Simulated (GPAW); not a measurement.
# Geometry or basis: what sets the conductance of a Sn chain with two Ti atoms in line, part 2 of 3

How well does a Sn chain with two Ti atoms in line conduct once its atoms have relaxed, and how much do cheaper levels lose?

GPAW 26.7.0; GPAW LCAO, PAW setups; relaxation of the junction within the symmetry of its start, lead ends held (the session's first sound run).

So far, transmission at the Fermi level (one spin): step 3 (double-zeta polarised basis) 0.712.

## 4. GPAW, szp: basis = "szp(dzp)"

Level of this step: GPAW LCAO, PAW setups; Landauer transmission from Green's functions with principal layers (ASE), zero bias (GPAW).

One radial function a shell plus polarisation makes the matrices smaller; the question is what that costs.

File run.py:

```python
import json
import numpy as np
from ase import Atoms
from ase.transport.calculators import TransportCalculator
from gpaw import GPAW, FermiDirac
from gpaw.lcao.tools import get_lcao_hamiltonian
from scipy.linalg import eigh

# The junction with lead layers at both ends, along the third cell vector
device = Atoms(
    ['Sn', 'Sn', 'Sn', 'Sn', 'Sn', 'Sn', 'Ti', 'Ti', 'Sn', 'Sn', 'Sn', 'Sn', 'Sn', 'Sn'],
    positions=[
        [4.50000, 4.50000, 1.37500],
        [4.50000, 4.50000, 4.12500],
        [4.50000, 4.50000, 6.87500],
        [4.50000, 4.50000, 9.62500],
        [4.50000, 4.50000, 12.37500],
        [4.50000, 4.50000, 15.03181],
        [4.50000, 4.50000, 17.79084],
        [4.50000, 4.50000, 19.73356],
        [4.50000, 4.50000, 22.49259],
        [4.50000, 4.50000, 25.14940],
        [4.50000, 4.50000, 27.89940],
        [4.50000, 4.50000, 30.64940],
        [4.50000, 4.50000, 33.39940],
        [4.50000, 4.50000, 36.14940]],
    cell=[[9.0, 0.0, 0.0], [0.0, 9.0, 0.0], [0.0, 0.0, 37.5244]],
    pbc=True)

# One principal layer of the lead: the first 3 atoms of the device
lead = Atoms(
    ['Sn', 'Sn', 'Sn'],
    positions=[
        [4.50000, 4.50000, 1.37500],
        [4.50000, 4.50000, 4.12500],
        [4.50000, 4.50000, 6.87500]],
    cell=[[9.0, 0.0, 0.0], [0.0, 9.0, 0.0], [0.0, 0.0, 8.25]],
    pbc=True)

settings = dict(mode='lcao', basis='szp(dzp)', xc='PBE', h=0.2,
                occupations=FermiDirac(0.1), maxiter=250,
                mixer=dict(beta=0.1, nmaxold=8, weight=100.0),
                convergence=dict(density=0.0001))
energies = np.arange(-2, 2 + 1e-9, 0.025)
eta = 0.0001
n1, n2 = 1, 1
# k and -k transmit alike, so half of the mesh across the current serves
mesh = [(i, j) for i in range(n1) for j in range(n2) if (i, j) <= (-i % n1, -j % n2)]
weights = np.array([1 if (i, j) == (-i % n1, -j % n2) else 2 for i, j in mesh]) / (n1 * n2)


def ground_state(atoms, size, txt):
    atoms.calc = GPAW(kpts={'size': size, 'gamma': True}, symmetry={'tolerance': 1e-3}, txt=txt, **settings)
    atoms.get_potential_energy()
    return atoms.calc.get_fermi_level()


def blocks(atoms, fermi, points, nz, cells):
    """H - E_F S and S between cell 0 and the cells above it, at each point across the current."""
    kz = np.arange(nz) / nz
    calc = atoms.calc.fixed_density(kpts=[(*k, z) for k in points for z in kz], symmetry='off', txt=None)
    H, S = get_lcao_hamiltonian(calc)
    H = (H - fermi * S).reshape(len(H), len(points), nz, *S.shape[1:])
    S = S.reshape(H.shape[1:])
    phases = [np.exp(-2j * np.pi * kz * R) / nz for R in cells]
    return [(np.einsum('skzij,z->ksij', H, p), np.einsum('kzij,z->kij', S, p)) for p in phases]


def pair(a, b):
    return np.block([[a, b], [b.T.conj(), a]])


def count_channels(h, s, cells, nk=240):
    """Half the number of times that the lead's bands cross each energy, unfolded to its shortest repeat."""
    b = len(h) // cells
    bands = []
    for k in (np.arange(nk + 1) + 0.5) / nk:
        hk, sk = h[:b, :b].copy(), s[:b, :b].copy()
        for R in range(1, cells):
            phase, block = np.exp(2j * np.pi * k * R), slice(R * b, (R + 1) * b)
            hk += h[:b, block] * phase + (h[:b, block] * phase).T.conj()
            sk += s[:b, block] * phase + (s[:b, block] * phase).T.conj()
        w, u = eigh(sk)
        x = u[:, w > 1e-5] / w[w > 1e-5]**0.5  # drop near-dependent combinations
        bands.append(np.r_[eigh(x.T.conj() @ hk @ x, eigvals_only=True), [1e9] * (w <= 1e-5).sum()])
    below = np.array(bands)[:, :, None] < energies
    return (below[1:] != below[:-1]).sum((0, 1)) / 2


fermi_lead = ground_state(lead, (1, 1, 14), 'lead.txt')
fermi_device = ground_state(device, (1, 1, 2), 'device.txt')
T, channels, eigen, tail, misfit, shifts = [], [], [], 0.0, 0.0, []
for first in range(0, len(mesh), 566):
    points = [(i / n1, j / n2) for i, j in mesh[first:first + 566]]
    (H0k, S0k), (H1k, S1k), (H2k, _) = blocks(lead, fermi_lead, points, 5, range(3))
    [(Hk, Sk)] = blocks(device, fermi_device, points, 2, [0])
    tail = max(tail, abs(H2k).max())
    for H0, S0, H1, S1, H, S in zip(H0k, S0k, H1k, S1k, Hk, Sk):
        n = len(S0)
        # Shift the lead onto the potential of the device's first layer
        shift = ((H[:, 0, 0] - H0[:, 0, 0]) / S0[0, 0]).real.mean()
        shifts.append(shift)
        misfit = max(misfit, abs(H[:, :n, :n] - H0 - shift * S0).max())
        Tk, Ck, Ek = [], [], []
        for s in range(len(H)):
            t = s % len(H0)  # a lead without moments serves both spins
            h1, s1 = pair(H0[t] + shift * S0, H1[t] + shift * S1), pair(S0, S1)
            leads = dict(h1=h1, s1=s1, energies=energies, eta=eta, eta1=eta, eta2=eta)
            calc = TransportCalculator(h=H[s], s=S, eigenchannels=3, **leads)
            Tk.append(calc.get_transmission())
            Ek.append(np.sort(calc.eigenchannels_ne, axis=0)[::-1])
            Ck.append(count_channels(h1, s1, 6))
        T.append(Tk)
        channels.append(Ck)
        eigen.append(Ek)
T, channels = np.array(T), np.array(channels)
mean, open_channels = np.einsum('kse,k->se', T, weights), np.einsum('kse,k->se', channels, weights)

print(f'basis functions: device {len(S)}, principal layer {n}')
print(f'Fermi level: lead {fermi_lead:.4f} eV, device {fermi_device:.4f} eV; lead shifted by {np.mean(shifts):.4f} eV')
print(f'largest coupling past the next layer {tail:.2e} eV, largest misfit of the first layer {misfit:.3f} eV')
print('  E-E_F (eV)   ' + 'T (one spin)  channels')
for e, t, c in zip(energies, mean.T, open_channels.T):
    print(f'{e:10.3f}  ', *[f'{x:11.4e}' for x in t], *[f'{x:9.4f}' for x in c])

kT = 8.617333e-5 * 300
fine = np.linspace(energies[0], energies[-1], 4001)
both = np.exp(np.interp(fine, energies, np.log(np.maximum(mean.sum(0) * 2 / len(mean), 1e-30))))
fermi = lambda mu: 1 / (1 + np.exp(np.clip((fine - mu) / kT, -200, 200)))
slope = fermi(0) * (1 - fermi(0)) / kT
G = np.trapezoid(both * slope, fine) / 2
seebeck = -np.trapezoid(both * slope * fine, fine) / (2 * G * 300) * 1e6
print(f'conductance at 300 K: {G:.5g} G0 a cell; thermopower {seebeck:.4g} uV/K')
bias = [0.1, 0.2, 0.5, 1.0, 1.5, 2.0]
current = [38.74 * np.trapezoid(both * (fermi(V / 2) - fermi(-V / 2)), fine) for V in bias]
for V, I in zip(bias, current):
    print(f'current from the zero-bias T(E) at {V} V: {I:.5g} uA')
zero = abs(energies).argmin()
json.dump(dict(energies=energies.tolist(), T=mean.tolist(), channels=open_channels.tolist(), G=G, seebeck=seebeck,
               bias=bias, current=current, tail=tail, misfit=misfit, shift=np.mean(shifts), n_device=len(S), n_lead=n,
               fermi=[fermi_lead, fermi_device], energy=device.get_potential_energy(),
               moments=device.get_magnetic_moments().tolist(), mesh=mesh, weights=weights.tolist(),
               T_k=T[:, :, zero].tolist(), eigen=np.array(eigen[0]).tolist()), open('result.json', 'w'))
```

Started as:

```bash
> OMP_NUM_THREADS=1 OPENBLAS_NUM_THREADS=1 python run.py
```

Output:

```text
basis functions: device 200, principal layer 42
Fermi level: lead -3.2113 eV, device -3.0670 eV; lead shifted by 0.0069 eV
largest coupling past the next layer 3.63e-07 eV, largest misfit of the first layer 0.050 eV
  E-E_F (eV)   T (one spin)  channels
    -2.000    1.6188e-01    1.0000
    -1.975    1.6183e-01    1.0000
    -1.950    1.6194e-01    1.0000
    -1.925    1.6219e-01    1.0000
    -1.900    1.6258e-01    1.0000
    -1.875    1.6310e-01    1.0000
    -1.850    1.6375e-01    1.0000
    -1.825    1.6452e-01    1.0000
    -1.800    1.6542e-01    1.0000
    -1.775    1.6645e-01    1.0000
    -1.750    1.6759e-01    1.0000
    -1.725    1.6885e-01    1.0000
    -1.700    1.7024e-01    1.0000
    -1.675    1.7175e-01    1.0000
    -1.650    1.7339e-01    1.0000
    -1.625    1.7516e-01    1.0000
[...]
1.825    1.0201e+00    3.0000
     1.850    1.0221e+00    3.0000
     1.875    1.0242e+00    3.0000
     1.900    1.0266e+00    3.0000
     1.925    1.0292e+00    3.0000
     1.950    1.0321e+00    3.0000
     1.975    1.0353e+00    3.0000
     2.000    1.0388e+00    3.0000
conductance at 300 K: 0.66855 G0 a cell; thermopower 2.468 uV/K
current from the zero-bias T(E) at 0.1 V: 5.1753 uA
current from the zero-bias T(E) at 0.2 V: 10.324 uA
current from the zero-bias T(E) at 0.5 V: 25.454 uA
current from the zero-bias T(E) at 1.0 V: 50.16 uA
current from the zero-bias T(E) at 1.5 V: 74.122 uA
current from the zero-bias T(E) at 2.0 V: 98.234 uA
```

It took 77 s on 1 thread of Arm Neoverse V1, shared host; peak memory 1.2 GiB.

Numbers from this step:

| Property | Result |
| --- | --- |
| conductance | 0.6686 G₀ |
| thermopower | 2.468 μV/K |
| largest coupling past the next principal layer | 3.63e-7 eV |
| largest misfit of the first principal layer | 0.05008 eV |
| shift that aligns the lead | 0.006875 eV |
| basis functions of the junction | 200 |
| basis functions of a principal layer | 42 |
| transmission at the Fermi level (one spin) | 0.6703 |

One spin. The transmission, zone mean by energy, zero at the Fermi level:

| energy (eV) | transmission, zone mean |
| --- | --- |
| -2.000 | 0.162 |
| -1.900 | 0.163 |
| -1.800 | 0.165 |
| -1.700 | 0.170 |
| -1.600 | 0.177 |
| -1.500 | 0.186 |
| -1.400 | 0.198 |
| -1.300 | 0.214 |
| -1.200 | 0.237 |
| -1.100 | 0.274 |
| -1.000 | 0.350 |
| -0.900 | 0.661 |
| -0.875 | 0.901 |
| -0.800 | 0.00174 |
| -0.700 | 0.472 |
| -0.600 | 0.600 |
| -0.500 | 0.643 |
| -0.400 | 0.647 |
| -0.300 | 0.657 |
| -0.200 | 0.676 |
| -0.100 | 0.685 |
| 0.000 | 0.670 |
| 0.100 | 0.641 |
| 0.200 | 0.617 |
| 0.300 | 0.611 |
| 0.400 | 0.623 |
| 0.500 | 0.650 |
| 0.600 | 0.687 |
| 0.700 | 0.729 |
| 0.800 | 0.775 |
| 0.900 | 0.820 |
| 1.000 | 0.864 |
| 1.100 | 0.903 |
| 1.200 | 0.936 |
| 1.300 | 0.962 |
| 1.400 | 0.982 |
| 1.500 | 0.995 |
| 1.600 | 1.00 |
| 1.700 | 1.01 |
| 1.800 | 1.02 |
| 1.900 | 1.03 |
| 2.000 | 1.04 |

Crossings of the lead's bands, unfolded to its shortest repeat. Table of open channels, zone mean by energy, zero at the Fermi level:

| energy (eV) | open channels, zone mean |
| --- | --- |
| -2.000 | 1 |
| -1.900 | 1 |
| -1.800 | 1 |
| -1.700 | 1 |
| -1.600 | 1 |
| -1.500 | 1 |
| -1.400 | 1 |
| -1.300 | 1 |
| -1.200 | 1 |
| -1.100 | 1 |
| -1.000 | 1 |
| -0.900 | 1 |
| -0.800 | 1 |
| -0.700 | 3 |
| -0.600 | 3 |
| -0.500 | 3 |
| -0.400 | 3 |
| -0.300 | 3 |
| -0.200 | 3 |
| -0.100 | 3 |
| 0.000 | 3 |
| 0.100 | 3 |
| 0.200 | 3 |
| 0.300 | 3 |
| 0.400 | 3 |
| 0.500 | 3 |
| 0.600 | 3 |
| 0.700 | 3 |
| 0.800 | 3 |
| 0.900 | 3 |
| 1.000 | 3 |
| 1.100 | 3 |
| 1.200 | 3 |
| 1.300 | 3 |
| 1.400 | 3 |
| 1.500 | 3 |
| 1.600 | 3 |
| 1.700 | 3 |
| 1.800 | 3 |
| 1.900 | 3 |
| 2.000 | 3 |

Not self-consistent under bias; the bias window is split evenly. The current through one cell, from the zero-bias transmission by bias:

| bias (V) | current through one cell, from the zero-bias transmission (μA) |
| --- | --- |
| 0.100 | 5.18 |
| 0.200 | 10.3 |
| 0.500 | 25.5 |
| 1.000 | 50.2 |
| 1.500 | 74.1 |
| 2.000 | 98.2 |

The transmission of the three most open eigenchannels by energy, zero at the Fermi level:

| energy (eV) | channel 1 | channel 2 | channel 3 |
| --- | --- | --- | --- |
| -2.000 | 0.162 | 0 | 0 |
| -1.900 | 0.163 | 0 | 0 |
| -1.800 | 0.165 | 0 | 0 |
| -1.700 | 0.170 | 0 | 0 |
| -1.600 | 0.177 | 0 | 0 |
| -1.500 | 0.186 | 0 | 0 |
| -1.400 | 0.198 | 0 | 0 |
| -1.300 | 0.214 | 0 | 0 |
| -1.200 | 0.237 | 0 | 0 |
| -1.100 | 0.274 | 0 | 0 |
| -1.000 | 0.350 | 0 | 0 |
| -0.900 | 0.661 | 0 | 0 |
| -0.800 | 0.00174 | 7.9e-9 | 7.9e-9 |
| -0.700 | 0.187 | 0.187 | 0.0974 |
| -0.600 | 0.220 | 0.220 | 0.159 |
| -0.500 | 0.222 | 0.222 | 0.199 |
| -0.400 | 0.233 | 0.207 | 0.207 |
| -0.300 | 0.264 | 0.197 | 0.197 |
| -0.200 | 0.296 | 0.190 | 0.190 |
| -0.100 | 0.329 | 0.178 | 0.178 |
| 0.000 | 0.364 | 0.153 | 0.153 |
| 0.100 | 0.402 | 0.119 | 0.119 |
| 0.200 | 0.443 | 0.0871 | 0.0871 |
| 0.300 | 0.486 | 0.0622 | 0.0622 |
| 0.400 | 0.533 | 0.0449 | 0.0449 |
| 0.500 | 0.583 | 0.0334 | 0.0334 |
| 0.600 | 0.635 | 0.0257 | 0.0257 |
| 0.700 | 0.689 | 0.0201 | 0.0201 |
| 0.800 | 0.743 | 0.0159 | 0.0159 |
| 0.900 | 0.796 | 0.0123 | 0.0123 |
| 1.000 | 0.846 | 0.00901 | 0.00901 |
| 1.100 | 0.891 | 0.00598 | 0.00598 |
| 1.200 | 0.929 | 0.00326 | 0.00326 |
| 1.300 | 0.960 | 0.00115 | 0.00115 |
| 1.400 | 0.981 | 5.9e-5 | 5.9e-5 |
| 1.500 | 0.994 | 4.5e-4 | 4.5e-4 |
| 1.600 | 0.999 | 0.00273 | 0.00273 |
| 1.700 | 0.997 | 0.00713 | 0.00713 |
| 1.800 | 0.991 | 0.0137 | 0.0137 |
| 1.900 | 0.982 | 0.0223 | 0.0223 |
| 2.000 | 0.974 | 0.0325 | 0.0325 |

The conductance, 0.669 G₀, lies 5.8 % below that of the dzp run.

## 5. GPAW, sz: basis = "sz(dzp)"

One function for each valence shell of the setup, as for a first survey of a large system.

run.py, as its differences from that of step 4:

```diff
@@ -39,3 +39,3 @@
 
-settings = dict(mode='lcao', basis='szp(dzp)', xc='PBE', h=0.2,
+settings = dict(mode='lcao', basis='sz(dzp)', xc='PBE', h=0.2,
                 occupations=FermiDirac(0.1), maxiter=250,
```

Output:

```text
basis functions: device 134, principal layer 27
Fermi level: lead -3.0929 eV, device -2.9758 eV; lead shifted by 0.0099 eV
largest coupling past the next layer 4.07e-07 eV, largest misfit of the first layer 0.074 eV
  E-E_F (eV)   T (one spin)  [channel counts left out]
    -2.000    1.4426e-01
    -1.975    1.4521e-01
    -1.950    1.4627e-01
[...]
1.975    1.1208e+00
     2.000    1.1277e+00
conductance at 300 K: 0.61536 G0 a cell; thermopower 2.884 uV/K
current from the zero-bias T(E) at 0.1 V: 4.7641 uA
current from the zero-bias T(E) at 0.2 V: 9.5072 uA
current from the zero-bias T(E) at 0.5 V: 23.484 uA
current from the zero-bias T(E) at 1.0 V: 46.569 uA
current from the zero-bias T(E) at 1.5 V: 70.557 uA
current from the zero-bias T(E) at 2.0 V: 93 uA
```

Run time: 53 s. Hardware: 1 thread; peak memory 1.1 GiB.

This step gave:

| Quantity | Value |
| --- | --- |
| conductance | 0.6154 G₀ |
| thermopower | 2.884 μV/K |
| largest coupling past the next principal layer | 4.07e-7 eV |
| largest misfit of the first principal layer | 0.07406 eV |
| shift that aligns the lead | 0.009942 eV |
| basis functions of the junction | 134 |
| basis functions of a principal layer | 27 |
| transmission at the Fermi level (one spin) | 0.6167 |

The conductance, 0.615 G₀, lies 13 % below that of the dzp run.

## 6. revPBE in the dzp basis: xc = "revPBE"

Back in the dzp basis, the functional changes from PBE to revPBE, to set the spread between functionals beside that between bases.

run.py, as its differences from that of step 5:

```diff
@@ -39,3 +39,3 @@
 
-settings = dict(mode='lcao', basis='sz(dzp)', xc='PBE', h=0.2,
+settings = dict(mode='lcao', basis='dzp', xc='revPBE', h=0.2,
                 occupations=FermiDirac(0.1), maxiter=250,
```

Output:

```text
basis functions: device 334, principal layer 69
Fermi level: lead -2.8676 eV, device -2.7850 eV; lead shifted by 0.0092 eV
largest coupling past the next layer 3.82e-07 eV, largest misfit of the first layer 0.046 eV
  E-E_F (eV)   T (one spin)  channels
    -2.000    1.3138e-01    1.0000
    -1.975    1.3188e-01    1.0000
    -1.950    1.3248e-01    1.0000
[...]
1.975    1.0008e+00    3.0000
     2.000    1.0022e+00    3.0000
conductance at 300 K: 0.69835 G0 a cell; thermopower 2.42 uV/K
current from the zero-bias T(E) at 0.1 V: 5.406 uA
current from the zero-bias T(E) at 0.2 V: 10.784 uA
current from the zero-bias T(E) at 0.5 V: 26.572 uA
current from the zero-bias T(E) at 1.0 V: 52.265 uA
current from the zero-bias T(E) at 1.5 V: 77.164 uA
current from the zero-bias T(E) at 2.0 V: 101.1 uA
```

The job ended after 98 s (1 thread; peak memory 1.2 GiB).

This step gave:

```
conductance                                    : 0.6984 G₀
thermopower                                    : 2.420 μV/K
largest coupling past the next principal layer : 3.82e-7 eV
largest misfit of the first principal layer    : 0.04564 eV
shift that aligns the lead                     : 0.009169 eV
basis functions of the junction                : 334
basis functions of a principal layer           : 69
transmission at the Fermi level (one spin)     : 0.7002
```

One spin. Table of transmission, zone mean by energy, zero at the Fermi level:

| energy (eV) | transmission, zone mean |
| --- | --- |
| -2.000 | 0.131 |
| -1.900 | 0.134 |
| -1.800 | 0.138 |
| -1.700 | 0.143 |
| -1.600 | 0.150 |
| -1.500 | 0.158 |
| -1.400 | 0.169 |
| -1.300 | 0.181 |
| -1.200 | 0.198 |
| -1.100 | 0.222 |
| -1.000 | 0.264 |
| -0.900 | 0.385 |
| -0.825 | 0.986 |
| -0.800 | 0.137 |
| -0.700 | 0.475 |
| -0.600 | 0.626 |
| -0.500 | 0.668 |
| -0.400 | 0.670 |
| -0.300 | 0.683 |
| -0.200 | 0.704 |
| -0.100 | 0.715 |
| 0.000 | 0.700 |
| 0.100 | 0.670 |
| 0.200 | 0.645 |
| 0.300 | 0.638 |
| 0.400 | 0.649 |
| 0.500 | 0.675 |
| 0.600 | 0.711 |
| 0.700 | 0.753 |
| 0.800 | 0.798 |
| 0.900 | 0.842 |
| 1.000 | 0.884 |
| 1.100 | 0.921 |
| 1.200 | 0.952 |
| 1.300 | 0.974 |
| 1.400 | 0.989 |
| 1.500 | 0.997 |
| 1.600 | 1.000 |
| 1.700 | 1.000 |
| 1.800 | 0.998 |
| 1.900 | 0.998 |
| 2.000 | 1.00 |

The conductance, 0.698 G₀, lies 1.6 % below that of the dzp run.

(Continued in part 3 of 3.)

[Logs are printed without paths, hosts, clocks, repeated set-up lines and the standing remarks that a program may print on its own settings, such as how far it seeks lower states.]

[Hosts, paths, dates, database ids (printed as entryN), source tags and the programs' standing remarks are cut or masked in the printed files.]
